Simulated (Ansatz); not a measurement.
# LiZnF3 in Imma, a phase reached by a soft mode: a soft mode frozen in, part 3 of 3

Aim: this structure of LiZnF3 in Imma, a phase reached by a soft mode is to be tested for unstable modes, and one is followed downhill.

Ansatz 0.2.0; DFT PBEsol, scalar-relativistic, plane waves, PAW; PAW set soft_1.

So far. Step 5 (Energy along the mode, all amplitudes (two of the runs …): The lowest of the steps tried is at 0.32 Å, 4.63 meV/atom below the parent; the bottom of the well need not coincide with a step. Step 7 (The new phase in its own primitive cell): The largest force component left is 0.28 meV/Å and the pressure is 0.000 GPa, within the tolerances set. The cell now holds 10.74 Å³/atom.

The structure was built from a prototype and need not be the compound's stable phase.

## (8) Modes of the new phase

A relaxed structure may still be a saddle point, so its zone-centre modes are computed. The response to a homogeneous field gives the Born charges and the dielectric tensor.

input.yaml reads:

```yaml
crystal:
  lattice:
    - [2.5913554486, 1.4961197658, 4.6156195409]
    - [-2.5913554486, 1.4961197658, 4.6156195409]
    - [0.0, -2.9922395316, 4.6156195409]
  atoms:
    - { symbol: Li, position: [0.75, 0.75, 0.75] }
    - { symbol: Li, position: [0.25, 0.25, 0.25] }
    - { symbol: Zn, position: [0.5, 0.5, 0.5] }
    - { symbol: Zn, position: [0.0, 0.0, 0.0] }
    - { symbol: F, position: [0.25, 0.8942970337, 0.6057029663] }
    - { symbol: F, position: [0.75, 0.1057029663, 0.3942970337] }
    - { symbol: F, position: [0.6057029663, 0.25, 0.8942970337] }
    - { symbol: F, position: [0.3942970337, 0.75, 0.1057029663] }
    - { symbol: F, position: [0.8942970337, 0.6057029663, 0.25] }
    - { symbol: F, position: [0.1057029663, 0.3942970337, 0.75] }
kpoints:
  mp_grid: { grid: [6, 6, 6] }
hamiltonian:
  xc: pbesol
  pseudopotentials: { kind: paw, azcp: { folder: soft_1 }, xc_functional: pbe }
scf:
  occupations: { method: fixed }
output:
  eigenvalues: true
phonons:
  method: dfpt
  dielectric: true
  rigid_motions: translations
```

The run is started by

```sh
ansatz run input.yaml --threads 4 --pin off --max-ram 16384MiB --backend cpu --events-out ev --progress --plain --runs-dir out
```

Numbers of over 12 decimals in the logs are rounded to 6 here.

The program printed:

```text
[...]
Crystal: 10 atoms, lattice volume = 107.368 Å³
Basis set: ecut = 420 eV, 2109 PW (Γ), exchange–correlation on 80×80×80 points (8 copies of the dense FFT grid, shifted against one another)
Bands: 46, of which v1, the nominal top of the filled ones, is band 36 counted from 1 (35 counted from 0)
Symmetry: 12 space group operations
k-points: 112 of 216 (irreducible under 1 space group operation, time reversal used)
[...]
SCF iter   1: F=—  HF=-11788.359569 eV  |F-HF|=—  |Δ(HF+E_count)|=         —  Δρ=1.95e-1  dr2=2.44e1  ethr=3.10e-3  ⟨swp⟩=4.6  Hψ=21124  notcnv=0  defer=875
[...]
SCF iter  11: F=-11779.044309 eV  HF=-11779.044309 eV  |F-HF|=1.20e-10  |Δ(HF+E_count)|=   1.51e-9  Δρ=2.71e-7  dr2=7.85e-11  ethr=1.00e-12  ⟨swp⟩=11.8  Hψ=35765  notcnv=0
SCF 1 converged in 11 iterations: F = -11779.044309 eV  dr2 = 7.85e-11
[...]
NSCF: frozen V_eff on 6 k-points
[...]
SCF converged after 11 iterations
Free energy (F): -11779.044309 eV
[...]
Internal energy: -11779.044309 eV  (E = F + TS)
E sigma→0 (E₀):  -11779.044309 eV
Fermi energy:    2.750222 eV
[...]
--- Band table (eV; the first three rows and the last of 112) ---
  k-point 0: bands = [... 32 lower, 1.4689, 1.4689, 2.7502, 2.7502, 6.9092, 12.5908, 12.9559, 14.1742, ... 6 higher]
  k-point 1: bands = [... 32 lower, 1.4944, 1.5961, 2.6449, 2.6474, 7.2959, 11.9807, 13.0811, 13.6204, ... 6 higher]
  k-point 2: bands = [... 32 lower, 1.6241, 1.7811, 2.3419, 2.3893, 8.2625, 10.7876, 13.0684, 13.1395, ... 6 higher]
  k-point 111: bands = [... 32 lower, 1.9480, 1.9480, 1.9480, 1.9480, 9.3904, 9.3904, 13.4058, 13.4058, ... 6 higher]
[...]
ASR residual: 1.903e-4 → 0.000e0 eV/Å²; symmetrization residual: 1.919e-4 eV/Å²
[...]
ε∞ (high-frequency dielectric tensor):
        2.369525     0.000000     0.000000
        0.000000     2.369525     0.000000
        0.000000     0.000000     2.391960
[...]
Born effective charges Z* (e; rows j = field, columns β = displacement):
    site 0:
         1.10831   -0.00000   -0.00000
         0.00000    1.10831    0.00000
         0.00000    0.00000    1.01741
    site 1:
         1.10831   -0.00000   -0.00000
         0.00000    1.10831    0.00000
         0.00000    0.00000    1.01741
    site 2:
         2.24973   -0.14461   -0.00000
         0.14461    2.24973    0.00000
         0.00000    0.00000    2.27319
    site 3:
         2.24973    0.14461   -0.00000
        -0.14461    2.24973    0.00000
         0.00000    0.00000    2.27319
    site 4:
        -1.18430   -0.11250    0.30151
        -0.11250   -1.05440    0.17408
         0.31585    0.18236   -1.09687
    site 5:
        -1.18430   -0.11250    0.30151
        -0.11250   -1.05440    0.17408
         0.31585    0.18236   -1.09687
    site 6:
        -1.18430    0.11250   -0.30151
         0.11250   -1.05440    0.17408
        -0.31585    0.18236   -1.09687
    site 7:
        -1.18430    0.11250   -0.30151
         0.11250   -1.05440    0.17408
        -0.31585    0.18236   -1.09687
    site 8:
        -0.98944    0.00000   -0.00000
         0.00000   -1.24925   -0.34816
         0.00000   -0.36471   -1.09687
    site 9:
        -0.98944   -0.00000   -0.00000
         0.00000   -1.24925   -0.34816
         0.00000   -0.36471   -1.09687
  Z* charge neutrality: 1.697e-4 e pre-enforcement
[...]
optical modes at Γ without the LO–TO term, one row a degenerate level:
      ω (cm⁻¹)  modes    IR ((D/Å)²/amu)
       -153.52      1            11.7826
       -112.05      1             0.0000
        100.02      2             2.9383
        124.82      2             0.0000
        179.77      2             1.6360
        182.10      1             0.9422
        215.35      1             0.0000
[...]
optical modes at Γ + LO–TO along q̂ = [1.0000, 0.0000, 0.0000]:
      ω (cm⁻¹)  modes    IR ((D/Å)²/amu)
[...]
optical modes at Γ + LO–TO along q̂ = [0.0000, 1.0000, 0.0000]:
      ω (cm⁻¹)  modes    IR ((D/Å)²/amu)
[...]
optical modes at Γ + LO–TO along q̂ = [0.0000, 0.0000, 1.0000]:
      ω (cm⁻¹)  modes    IR ((D/Å)²/amu)
[...]
228.53      1             2.5941
        262.88      2             0.0000
        266.54      2             5.9195
        276.96      1             0.0000
        284.02      2             0.0000
        306.47      1             0.0000
        332.17      1             0.0000
        402.26      2            14.2780
        477.64      1             0.0000
        495.83      1            16.5612
        496.20      2            18.1225
        504.84      2             0.0000
```

The job ended after 2.4 min (4 threads of Intel Xeon Platinum 8375C at 2.90GHz (Ice Lake), shared host; peak memory 2.4 GiB; 8.9 min of CPU time).

Numbers from this step:

```
sum-rule residual before enforcement                    : 1.90e-4 eV/Å²
miss of the charge sum rule                             : 1.70e-4 e
point group                                             : -3m
highest optical mode at the zone centre (no LO-TO term) : 504.8 cm⁻¹
lowest optical zone-centre mode                         : -153.5 cm⁻¹
mean high-frequency dielectric constant                 : 2.377
largest Born charge (third of the trace)                : 2.258 e
top of the zone-centre spectrum with the field          : 613.1 cm⁻¹
```

Without the LO-TO term. Patterns of degenerate modes are one choice out of their space. The modes at Γ (shares of kinetic energy by element, %) (negative means imaginary):

| mode | frequency (cm⁻¹) | symmetry | Li % | Zn % | F % |
| --- | --- | --- | --- | --- | --- |
| 1 | -153.5 | A2u | 72 | 1 | 27 |
| 2 | -112.0 | A2g | 81 | 0 | 19 |
| 3 | 0.0 | acoustic | 5 | 51 | 44 |
| 4 | 0.0 | acoustic | 5 | 51 | 44 |
| 5 | 0.0 | acoustic | 5 | 51 | 44 |
| 6 | 100.0 | Eu | 2 | 4 | 94 |
| 7 | 100.0 | Eu | 2 | 4 | 94 |
| 8 | 124.8 | Eg | 4 | 0 | 96 |
| 9 | 124.8 | Eg | 4 | 0 | 96 |
| 10 | 179.8 | Eu | 3 | 77 | 19 |
| 11 | 179.8 | Eu | 3 | 77 | 19 |
| 12 | 182.1 | A2u | 22 | 37 | 40 |
| 13 | 215.3 | A1u | 0 | 91 | 9 |
| 14 | 262.9 | Eg | 2 | 0 | 98 |
| 15 | 262.9 | Eg | 2 | 0 | 98 |
| 16 | 266.5 | Eu | 5 | 61 | 34 |
| 17 | 266.5 | Eu | 5 | 61 | 34 |
| 18 | 277.0 | A2g | 18 | 0 | 82 |
| 19 | 284.0 | Eg | 8 | 0 | 92 |
| 20 | 284.0 | Eg | 8 | 0 | 92 |
| 21 | 306.5 | A1g | 0 | 0 | 100 |
| 22 | 332.2 | A1u | 0 | 9 | 91 |
| 23 | 376.2 | A2u | 0 | 11 | 89 |
| 24 | 402.3 | Eu | 5 | 8 | 88 |
| 25 | 402.3 | Eu | 5 | 8 | 88 |
| 26 | 477.6 | A2g | 0 | 0 | 100 |
| 27 | 496.2 | Eu | 79 | 0 | 20 |
| 28 | 496.2 | Eu | 79 | 0 | 20 |
| 29 | 504.8 | Eg | 85 | 0 | 15 |
| 30 | 504.8 | Eg | 85 | 0 | 15 |

Displacements in mode 1 (-153.5 cm⁻¹), the largest set to 1:
```
Li1  0.00  0.00  1.00
Li2  0.00  0.00  1.00
Zn3  0.00  0.00  0.05
Zn4  0.00  0.00  0.05
F5  -0.10 -0.06 -0.18
F6  -0.10 -0.06 -0.18
F7   0.10 -0.06 -0.18
F8   0.10 -0.06 -0.18
F9   0.00  0.12 -0.18
F10  0.00  0.12 -0.18
```

Displacements in mode 26 (477.6 cm⁻¹), the largest set to 1:
```
Li1  0.00  0.00 -0.12
Li2  0.00  0.00  0.12
Zn3  0.00  0.00  0.00
Zn4  0.00  0.00  0.00
F5   0.87  0.50 -0.88
F6  -0.87 -0.50  0.88
F7  -0.87  0.50 -0.88
F8   0.87 -0.50  0.88
F9   0.00 -1.00 -0.88
F10  0.00  1.00  0.88
```

Optical modes at the zone centre, without and with the macroscopic field of the longitudinal modes; each column is sorted by frequency, so a row need not hold one and the same mode. Modes with and without the field, by row:

```
rank among optical modes  no field (cm⁻¹)  q along (1, 0, 0) (cm⁻¹)  q along (0, 0, 1) (cm⁻¹)
                       1           -153.5                    -153.5                      -112
                       2             -112                      -112                       100
                       3              100                       100                       100
                       4              100                     121.7                     124.8
                       5            124.8                     124.8                     124.8
                       6            124.8                     124.8                     145.9
                       7            179.8                     179.8                     179.8
                       8            179.8                     182.1                     179.8
                       9            182.1                     188.8                     215.3
                      10            215.3                     215.3                     228.5
                      11            262.9                     262.9                     262.9
                      12            262.9                     262.9                     262.9
                      13            266.5                     266.5                     266.5
                      14            266.5                       277                     266.5
                      15              277                       284                       277
                      16              284                       284                       284
                      17              284                     289.6                       284
                      18            306.5                     306.5                     306.5
                      19            332.2                     332.2                     332.2
                      20            376.2                     376.2                     402.3
                      21            402.3                     402.3                     402.3
                      22            402.3                     436.9                     477.6
                      23            477.6                     477.6                     495.8
                      24            496.2                     496.2                     496.2
                      25            496.2                     504.8                     496.2
                      26            504.8                     504.8                     504.8
                      27            504.8                     613.1                     504.8
```

Born charge (rows field, columns displacement) (e), principal values of the symmetric part by kind of site:

```csv
atom,atoms with these values,low,middle,high,mean
Li1,2,1.02,1.11,1.11,1.08
Zn3,2,2.25,2.25,2.27,2.26
F5,6,-1.54,-0.99,-0.81,-1.11
```

In full for F5:

```
-1.18 -0.11  0.30
-0.11 -1.05  0.17
 0.32  0.18 -1.10
```

High-frequency dielectric tensor:

```
2.37 0.00 0.00
0.00 2.37 0.00
0.00 0.00 2.39
```

Transverse modes; imaginary modes are left out. Lines of the infrared spectrum (strongest = 100):

```
position (cm⁻¹)  label  relative intensity
            100     Eu                  16
            125     Eg                 0.0
            180     Eu                 9.0
            182    A2u                 5.2
            215    A1u                 0.0
            263     Eg                 0.0
            266     Eu                  33
            277    A2g                 0.0
            284     Eg                 0.0
            306    A1g                 0.0
            332    A1u                 0.0
            376    A2u                  42
            402     Eu                  79
            478    A2g                 0.0
            496     Eu                 100
            505     Eg                 0.0
```

Before it was imposed, the acoustic sum rule was missed by 1.9e-4 eV/Å² and the charge sum rule by 1.7e-4 e. Small misses are needed for a sound result but don't prove that mesh and cutoff are converged. The lowest optical mode is imaginary, 153.5i cm⁻¹, so the energy falls along it.

## (9) The phases reached

The phases reached along the modes that were followed are set side by side.

Energies are those of the first relaxation, on the mesh of the frozen mode; space group, volume and gap are those of the last relaxation. Phases, by row:

```
         mode frozen in  space group  energy from parent (meV/atom)  volume (Å³/atom)  gap on mesh (eV)  lowest zone-centre optical mode (cm⁻¹)  largest shift (Å)
                 parent         Imma                              0             10.69             3.923                                       –                  –
q = (0, 0, 0), 94i cm⁻¹         R-3c                         -24.35             10.74             4.159                                  -153.5              0.563
```

## (10) Summary of results

```yaml
unstable_mode_of_the_parent: q = (0, 0, 0), 94i cm⁻¹
depth_at_the_lowest_point_sampled: 4.63 meV/atom
largest_atomic_shift_at_that_point: 0.32 Å
space_group_reached_within_0p01_a: R-3c
energy_gained_over_the_parent_first_relaxation_on_the_mesh_of_the_frozen_mode: 24.3 meV/atom
volume_per_atom_phase_reached: 10.7 Å³
gap_on_the_k_mesh_phase_reached: 4.16 eV
lowest_optical_zone_centre_mode_phase_reached: -154 cm⁻¹
highest_optical_mode_at_the_zone_centre_no_lo_to_term_phase_reached: 505 cm⁻¹
```

**Reading.** Along this mode the structure falls into R-3c, 24.3 meV/atom below the parent. At the parent's cell the well is 4.632 meV/atom deep on the steps tried, with its lowest point at a shift of 0.32 Å. Relaxing atoms and cell changes the gain by +19.72 meV/atom against the lowest step (energies at zero smearing). Most of the total comes from this relaxation. The new phase still has an imaginary mode at the zone centre of its cell, so it is a saddle point on the way to a lower structure. Each path keeps the symmetry of its pattern, so a lower phase may lie along a pattern not tried. The PAW files were made for PBE and serve the other functionals too. The starting cell was built on a prototype and not taken from a measurement, so the phase need not exist.

[Logs are printed without paths, hosts, clocks, repeated set-up lines and the standing remarks that a program may print on its own settings, such as how far it seeks lower states.]

[Hosts, paths, dates, database ids (printed as entryN), source tags and the programs' standing remarks are cut or masked in the printed files.]
